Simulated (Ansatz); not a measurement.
# NaVS3 (model cell, started as cubic perovskite with V in the octahedra): a soft mode frozen in, part 2 of 3

Wanted: the energy along a soft mode of NaVS3 (model cell, started as cubic perovskite with V in the octahedra) and the structure at the end.

Ansatz 0.2.0; DFT PBEsol, scalar-relativistic, plane waves, PAW; PAW set soft_1.

So far, highest frequency on the path or at a solved wavevector (cm⁻¹): step 2 (the dispersion) 454. Also lowest frequency on the path (cm⁻¹): step 2 -216.

The structure was built from a prototype and need not be the compound's stable phase.

**4. The mode frozen in, largest atomic shift 0.08 Å**

The atoms are moved along the unstable eigenvector, the largest shift by 0.08 Å, with the cell fixed.

The input, input.yaml:

```yaml
crystal:
  lattice:
    - [4.5683033595, 4.5683033595, 0.0]
    - [4.5683033595, 0.0, 4.5683033595]
    - [4.5683033595, 0.0, -4.5683033595]
  atoms:
    - { symbol: Na, position: [0.0, 0.0, 0.0] }
    - { symbol: Na, position: [0.0, 0.5, 0.5] }
    - { symbol: V, position: [0.5, 0.25, 0.75] }
    - { symbol: V, position: [0.5, 0.75, 0.25] }
    - { symbol: S, position: [0.5, 0.004377993, -0.004377993] }
    - { symbol: S, position: [0.5, 0.495622007, 0.504377993] }
    - { symbol: S, position: [-0.0175119719, 0.5087559859, 0.0087559859] }
    - { symbol: S, position: [0.0175119719, -0.0087559859, 0.4912440141] }
    - { symbol: S, position: [0.5, 0.004377993, 0.504377993] }
    - { symbol: S, position: [0.5, 0.495622007, -0.004377993] }
kpoints:
  mp_grid: { grid: [8, 8, 8] }
hamiltonian:
  xc: pbesol
  pseudopotentials: { kind: paw, azcp: { folder: soft_1 }, xc_functional: pbe }
scf:
  occupations: { method: methfessel_paxton, width: 0.2 }
output:
  forces: true
  stress: true
  eigenvalues: true
```

On the command line:

```sh
> ansatz run input.yaml --threads 8 --pin off --max-ram 16384MiB --backend cpu --events-out ev --progress --plain --runs-dir out
```

Numbers of over 12 decimals in the logs are rounded to 6 here.

The log of the run:

```text
[...]
Crystal: 10 atoms, lattice volume = 190.675 Å³
Basis set: ecut = 420 eV, 3719 PW (Γ), exchange–correlation on 90×90×90 points (8 copies of the dense FFT grid, shifted against one another)
Bands: 50, of which v1, the nominal top of the filled ones, is band 40 counted from 1 (39 counted from 0)
Symmetry: 16 space group operations
[...]
k-points: 59 of 512
[...]
k-point 0: bands = [... 36 lower, 5.7723, 6.4742, 6.4847, 6.4847, 7.2289, 7.2539, 7.2613, 7.3014, ... 6 higher]
  k-point 1: bands = [... 36 lower, 6.0506, 6.3343, 6.3493, 6.5199, 7.1284, 7.1740, 7.2170, 7.5690, ... 6 higher]
  k-point 2: bands = [... 36 lower, 5.8903, 6.4909, 6.5339, 6.6963, 6.8087, 6.9334, 7.0400, 7.5911, ... 6 higher]
  k-point 58: bands = [... 36 lower, 4.9265, 5.8107, 6.2052, 6.2052, 7.2213, 7.2900, 7.7415, 7.9265, ... 6 higher]
[key lines of the parts left out:]
SCF converged after 10 iterations
Free energy (F): -14038.324964 eV
Fermi energy:    6.818780 eV
P = ⅓ Tr σ = 0.4611 GPa (4.611 kbar)
```

It took 4 s on 8 threads of Arm Neoverse V2, shared host; peak memory 0.95 GiB.

Numbers from this step:

```yaml
pressure: 0.4611 GPa
energy_from_the_undistorted_cell: -1.494 meV/atom
```

The energy, extrapolated to zero smearing, is -1.49 meV/atom against the undistorted cell.

The run ends at a pressure of 0.46 GPa, with forces up to 0.12 eV/Å.

**5. Energy along the mode, all amplitudes (two of the runs are shown above)**

An imaginary frequency means negative curvature, so the energy should fall and then rise again as anharmonic terms take over.

This step gave:

| Property | Result |
| --- | --- |
| depth at the lowest point sampled | 1.494 meV/atom |
| largest atomic shift at that point | 0.08 Å |

The energy from the parent by largest atomic shift:

```csv
largest atomic shift (Å),energy from the parent (meV/atom)
0.0000,0
0.0400,-0.999
0.0800,-1.49
0.1400,7.17
```

Displacement at unit largest shift by atom:

```csv
atom,x (Å),y (Å),z (Å),size
Na1,0.00,0.00,0.00,0.00
Na2,0.00,0.00,0.00,0.00
V3,0.00,0.00,0.00,0.00
V4,0.00,0.00,0.00,0.00
S5,0.00,0.00,0.50,0.50
S6,0.00,0.00,-0.50,0.50
S7,0.00,-1.00,0.00,1.00
S8,0.00,1.00,0.00,1.00
S9,0.50,0.00,0.00,0.50
S10,-0.50,0.00,0.00,0.50
```

The lowest of the steps tried is at 0.08 Å, 1.49 meV/atom below the parent; the bottom of the well need not coincide with a step.

**6. Relaxation from the frozen mode**

Starting from the lowest point found, all atoms and the cell are let go, so that strain and other modes of the same symmetry can join in.

Edit input.yaml of step 4 so:

```diff
@@ -27 +27,6 @@
   eigenvalues: true
+relax:
+  adjacent_minimum: "off"
+  f_tol: 0.002
+  max_steps: 120
+  cell: { stress_tol: 0.03 }
```

The log of the run:

```text
[...]
Crystal: 10 atoms, lattice volume = 190.675 Å³
Basis set: ecut = 420 eV, 3719 PW (Γ), exchange–correlation on 90×90×90 points (8 copies of the dense FFT grid, shifted against one another)
Bands: 50, of which v1, the nominal top of the filled ones, is band 40 counted from 1 (39 counted from 0)
Symmetry: 16 space group operations
[...]
k-points: 59 of 512
[...]
SCF iter   1: F=—  HF=-14041.020541 eV  |F-HF|=—  |Δ(HF+E_count)|=         —  Δρ=9.49e-2  dr2=2.80e1  ethr=3.10e-3  ⟨swp⟩=8.2  Hψ=12206  notcnv=0
[...]
SCF iter  10: F=-14038.324964 eV  HF=-14038.324964 eV  |F-HF|=6.54e-9  |Δ(HF+E_count)|=   4.39e-8  S|Δr|=    0.00e0  Δρ=3.89e-6  dr2=2.34e-8  ethr=1.25e-10  ⟨swp⟩=5.4  Hψ=13032  notcnv=0
SCF 1 converged in 10 iterations: F = -14038.324964 eV  dr2 = 2.34e-8
[...]
relax step   1: F+E_penalty+E_count = -14038.32496360 eV  Δ(F+E_penalty+E_count) = +0.000e0 eV  max|allowed force component| = 1.189e-1 eV/Å  Δτ_max = 0.0000 Å  P = +0.461 GPa  Ω = 190.675 Å³  (10 SCF iters, dr2 threshold 1.00e-7 eV, accepted)
Crystal: 10 atoms, lattice volume = 191.434 Å³
[...]
SCF iter   5: F=-14038.327044 eV  HF=-14038.327044 eV  |F-HF|=2.56e-7  |Δ(HF+E_count)|=   1.03e-7  S|Δr|=    0.00e0  Δρ=1.37e-5  dr2=7.08e-7  ethr=1.25e-9  ⟨swp⟩=6.0  Hψ=11762  notcnv=0
SCF 2 converged in 5 iterations: F = -14038.327044 eV  dr2 = 7.08e-7
relax step   2: F+E_penalty+E_count = -14038.32704393 eV  Δ(F+E_penalty+E_count) = -2.080e-3 eV  max|allowed force component| = 6.495e-2 eV/Å  Δτ_max = 0.0032 Å  P = +0.100 GPa  Ω = 191.434 Å³  energy of the carried Pulay correction = -2.387e-4 eV  (5 SCF iters, dr2 threshold 1.00e-6 eV, accepted)
Crystal: 10 atoms, lattice volume = 191.651 Å³
[...]
SCF iter   6: F=-14038.327672 eV  HF=-14038.327672 eV  |F-HF|=1.54e-8  |Δ(HF+E_count)|=   2.93e-8  S|Δr|=    0.00e0  Δρ=3.15e-6  dr2=4.50e-8  ethr=3.30e-10  ⟨swp⟩=4.0  Hψ=9335  notcnv=0
SCF 3 converged in 6 iterations: F = -14038.327672 eV  dr2 = 4.50e-8
relax step   3: F+E_penalty+E_count = -14038.32767165 eV  Δ(F+E_penalty+E_count) = -6.277e-4 eV  max|allowed force component| = 2.435e-2 eV/Å  Δτ_max = 0.0042 Å  P = -0.038 GPa  Ω = 191.651 Å³  energy of the carried Pulay correction = -3.070e-4 eV  (6 SCF iters, dr2 threshold 2.64e-7 eV, accepted)
[...]
relax step   4: F+E_penalty+E_count = -14038.32785361 eV  Δ(F+E_penalty+E_count) = -1.820e-4 eV  max|allowed force component| = 4.601e-3 eV/Å  Δτ_max = 0.0029 Å  P = -0.022 GPa  Ω = 191.544 Å³  energy of the carried Pulay correction = -2.734e-4 eV  (6 SCF iters, dr2 threshold 3.71e-8 eV, accepted)
[...]
relax step   5: F+E_penalty+E_count = -14038.32789271 eV  Δ(F+E_penalty+E_count) = -3.910e-5 eV  max|allowed force component| = 2.938e-3 eV/Å  Δτ_max = 0.0010 Å  P = -0.002 GPa  Ω = 191.472 Å³  energy of the carried Pulay correction = -2.508e-4 eV  (5 SCF iters, dr2 threshold 3.02e-9 eV, accepted)
[...]
relax step   6: F+E_penalty+E_count = -14038.32789629 eV  Δ(F+E_penalty+E_count) = -3.573e-6 eV  max|allowed force component| = 2.332e-5 eV/Å  Δτ_max = 0.0002 Å  P = +0.000 GPa  Ω = 191.465 Å³  energy of the carried Pulay correction = -2.484e-4 eV  (4 SCF iters, dr2 threshold 5.39e-10 eV, accepted)
[...]
SCF iter   6: F=-14038.328141 eV  HF=-14038.328141 eV  |F-HF|=1.27e-11  |Δ(HF+E_count)|=  7.28e-12  S|Δr|=    0.00e0  Δρ=8.45e-8  dr2=2.12e-11  ethr=1.00e-12  ⟨swp⟩=6.1  Hψ=11127  notcnv=0
SCF 7 converged in 6 iterations: F = -14038.328141 eV  dr2 = 2.12e-11
relax step   7: F+E_penalty+E_count = -14038.32814067 eV  Δ(F+E_penalty+E_count) = -2.444e-4 eV  max|allowed force component| = 4.695e-5 eV/Å  Δτ_max = 0.0000 Å  P = +0.001 GPa  Ω = 191.465 Å³  stress off target by 1.28e-3 GPa  SCF on the basis re-selected at this cell (its energy is not comparable with the rows above)  (6 SCF iters)
basis re-selected at this cell: Δ(F+E_penalty+E_count) = -2.444e-4 eV, ΔP = +0.000 GPa vs the last step (what re-selecting the basis moved, of the pressure what is left beyond the Pulay correction that the steps carried, after the strain that the cell walked since its last selection, with what the two solves' SCF thresholds leave and, on support functions, any second-order correction that the steps lacked; it is no m [...]
SCF converged after 6 iterations
[...]
Free energy (F): -14038.328141 eV
[...]
Internal energy: -14038.354900 eV  (E = F + TS)
E sigma→0 (E₀):  -14038.334831 eV
Entropy (-TS):   0.026759 eV (2.676 meV/atom)
Fermi energy:    6.761063 eV
[...]
--- Forces (eV/Å), atoms counted from 1 ---
  atom   1  Na     0.00000000     0.00000000     0.00000000
  atom   2  Na     0.00000000     0.00000000    -0.00000000
  atom   3  V      0.00000000     0.00000000     0.00000000
  atom   4  V      0.00000000     0.00000000     0.00000000
  atom   5  S      0.00000000    -0.00000000     0.00001240
  atom   6  S     -0.00000000    -0.00000000    -0.00001240
  atom   7  S     -0.00000000     0.00004695     0.00000000
  atom   8  S      0.00000000    -0.00004695     0.00000000
  atom   9  S      0.00001240     0.00000000     0.00000000
  atom  10  S     -0.00001240     0.00000000     0.00000000
  max |Σ_I F_I| component: 3.44e-18 eV/Å
--- Stress (GPa, compression-positive) ---
        0.001279       0.000000       0.000000
        0.000000      -0.000456       0.000000
        0.000000       0.000000       0.001279
  P = ⅓ Tr σ = 0.0007 GPa (0.007 kbar)
--- Band table (eV; the first three rows and the last of 59) ---
  k-point 0: bands = [... 36 lower, 5.7230, 6.4189, 6.4271, 6.4271, 7.1723, 7.1960, 7.2054, 7.2271, ... 6 higher]
  k-point 1: bands = [... 36 lower, 6.0036, 6.2880, 6.3022, 6.4699, 7.0699, 7.0972, 7.1436, 7.5097, ... 6 higher]
  k-point 2: bands = [... 36 lower, 5.8382, 6.4678, 6.5096, 6.6434, 6.7490, 6.8461, 6.9591, 7.5320, ... 6 higher]
  k-point 58: bands = [... 36 lower, 4.8884, 5.7608, 6.1521, 6.1521, 7.1663, 7.2313, 7.6841, 7.8595, ... 6 higher]
--- Relaxed structure (6 steps of the walk, 6 accepted, 1 SCFs on fresh bases) ---
  F+E_penalty+E_count = -14038.32814067 eV   max|allowed force component| = 4.695e-5 eV/Å   (the final SCF, on the basis selected at the relaxed cell)
  cell:  # Å, volume = 191.4648 Å³
    - [4.571549, 4.580705, 0]
    - [4.571549, 0.0, 4.571549]
    - [4.571549, 0.0, -4.571549]
  atoms:
    - { symbol: Na, position: [0, 0, 0] }
    - { symbol: Na, position: [0, 0.5, 0.5] }
    - { symbol: V, position: [0.5, 0.25, 0.75] }
    - { symbol: V, position: [0.5, 0.75, 0.25] }
    - { symbol: S, position: [0.5, 0.00374643, -0.00374643] }
    - { symbol: S, position: [0.5, 0.496254, 0.503746] }
    - { symbol: S, position: [-0.014983, 0.507491, 0.00749134] }
    - { symbol: S, position: [0.014983, -0.00749134, 0.492509] }
    - { symbol: S, position: [0.5, 0.00374643, 0.503746] }
    - { symbol: S, position: [0.5, 0.496254, -0.00374643] }
```

Elapsed: 24 s, on 8 threads; peak memory 1 GiB; 3 min of CPU time.

Step by step:

```csv
step,energy less that of the first step (eV),largest force component (eV/Å),pressure (GPa),volume (Å³)
1,0.0000,0.1189,0.46,190.68
2,-0.0021,0.0650,0.10,191.43
3,-0.0027,0.0244,-0.04,191.65
4,-0.0029,0.0046,-0.02,191.54
5,-0.0029,0.0029,0.00,191.47
6,-0.0029,0.0000,0.00,191.46
7*,-0.0032,0.0000,0.00,191.46
```

Relaxation steps marked * repeat the geometry before them on a plane-wave basis chosen anew for their cell, so energy and pressure can jump there.

Forces are held to the 16 operations that the run works with; a distortion that breaks them can't arise in this run.

```csv
"conventional cell, symmetrised",before,after,change
a (Å),6.461,6.465,+0.1 %
b (Å),6.461,6.465,+0.1 %
c (Å),9.137,9.161,+0.3 %
volume (Å³/atom),19.07,19.15,+0.4 %
```

The atoms that moved most (Å, as changes of fractional coordinates times the final cell):

```csv
atom,dx,dy,dz,length
S7,0.000,0.012,0.000,0.012
S8,0.000,-0.012,0.000,0.012
S5,0.000,0.000,-0.006,0.006
S6,0.000,0.000,0.006,0.006
S9,-0.006,0.000,0.000,0.006
S10,0.006,0.000,0.000,0.006
```

Final coordinates:

```cif
data_structure
_symmetry_space_group_name_H-M 'P 1'
_symmetry_Int_Tables_number 1
_cell_length_a 6.4716
_cell_length_b 6.4651
_cell_length_c 6.4651
_cell_angle_alpha 90.000
_cell_angle_beta 60.033
_cell_angle_gamma 60.033
_cell_volume 191.46
loop_
_atom_site_label
_atom_site_type_symbol
_atom_site_fract_x
_atom_site_fract_y
_atom_site_fract_z
_atom_site_occupancy
Na1 Na 0.00000 0.00000 0.00000 1
Na2 Na 0.00000 0.50000 0.50000 1
V3 V 0.50000 0.25000 0.75000 1
V4 V 0.50000 0.75000 0.25000 1
S5 S 0.50000 0.00375 0.99625 1
S6 S 0.50000 0.49625 0.50375 1
S7 S 0.98502 0.50749 0.00749 1
S8 S 0.01498 0.99251 0.49251 1
S9 S 0.50000 0.00375 0.50375 1
S10 S 0.50000 0.49625 0.99625 1
```

Numbers from this step:

| Property | Result |
| --- | --- |
| pressure | 7.01e-4 GPa |
| volume per atom | 19.15 Å³ |

The distorted start has space group I4/mmm; the relaxation ends in I4/mmm.

**7. The new phase in its own primitive cell**

The relaxed structure is symmetrised, reduced to its primitive cell and relaxed tightly, as its phonons need.

input.yaml, the sections that differ from step 6:

```yaml
crystal:
  lattice:
    - [-3.2325730806, 3.2325730806, 4.5807048443]
    - [3.2325730806, -3.2325730806, 4.5807048443]
    - [3.2325730806, 3.2325730806, -4.5807048443]
  atoms:
    - { symbol: Na, position: [0.75, 0.25, 0.5] }
    - { symbol: Na, position: [0.25, 0.75, 0.5] }
    - { symbol: V, position: [0.0, 0.0, 0.0] }
    - { symbol: V, position: [0.5, 0.5, 0.0] }
    - { symbol: S, position: [0.7537464294, 0.2462535706, 0.0] }
    - { symbol: S, position: [0.2462535706, 0.7537464294, 0.0] }
    - { symbol: S, position: [0.7425086579, 0.7425086579, 0.0] }
    - { symbol: S, position: [0.2574913421, 0.2574913421, 0.0] }
    - { symbol: S, position: [0.2462535706, 0.2462535706, 0.4925071412] }
    - { symbol: S, position: [0.7537464294, 0.7537464294, 0.5074928588] }
relax:
  adjacent_minimum: "off"
  f_tol: 0.001
  max_steps: 60
  cell: { stress_tol: 0.01 }
# kpoints, hamiltonian, scf, output: as in step 6
```

The log of the run:

```text
[...]
Crystal: 10 atoms, lattice volume = 191.465 Å³
Basis set: ecut = 420 eV, 3719 PW (Γ), exchange–correlation on 90×90×90 points (8 copies of the dense FFT grid, shifted against one another)
Bands: 50, of which v1, the nominal top of the filled ones, is band 40 counted from 1 (39 counted from 0)
Symmetry: 16 space group operations
[...]
k-points: 59 of 512
[...]
- { symbol: V, position: [0.0, 0.0, 0.0] }
    - { symbol: V, position: [0.5, 0.5, 0.0] }
    - { symbol: S, position: [0.7537464294, 0.246254, 0.0] }
    - { symbol: S, position: [0.246254, 0.7537464294, 0.0] }
    - { symbol: S, position: [0.742509, 0.742509, 0.0] }
    - { symbol: S, position: [0.257491, 0.257491, 0.0] }
    - { symbol: S, position: [0.2462535706, 0.2462535706, 0.4925071412] }
    - { symbol: S, position: [0.7537464294, 0.7537464294, 0.5074928588] }
[key lines of the parts left out:]
SCF converged after 7 iterations
Free energy (F): -14038.328141 eV
Fermi energy:    6.761062 eV
P = ⅓ Tr σ = 0.0007 GPa (0.007 kbar)
```

The job ended after 8.9 s (8 threads; peak memory 0.99 GiB).

Little changed from the start: no atom moved by 0.005 Å and no cell edge by 0.1 %.

The largest force component left is 0.048 meV/Å and the pressure is 0.001 GPa, within the tolerances set. The cell now holds 19.15 Å³/atom.

[end of part 2 of 3]

[Logs are printed without paths, hosts, clocks, repeated set-up lines and the standing remarks that a program may print on its own settings, such as how far it seeks lower states.]

[Hosts, paths, dates, database ids (printed as entryN), source tags and the programs' standing remarks are cut or masked in the printed files.]
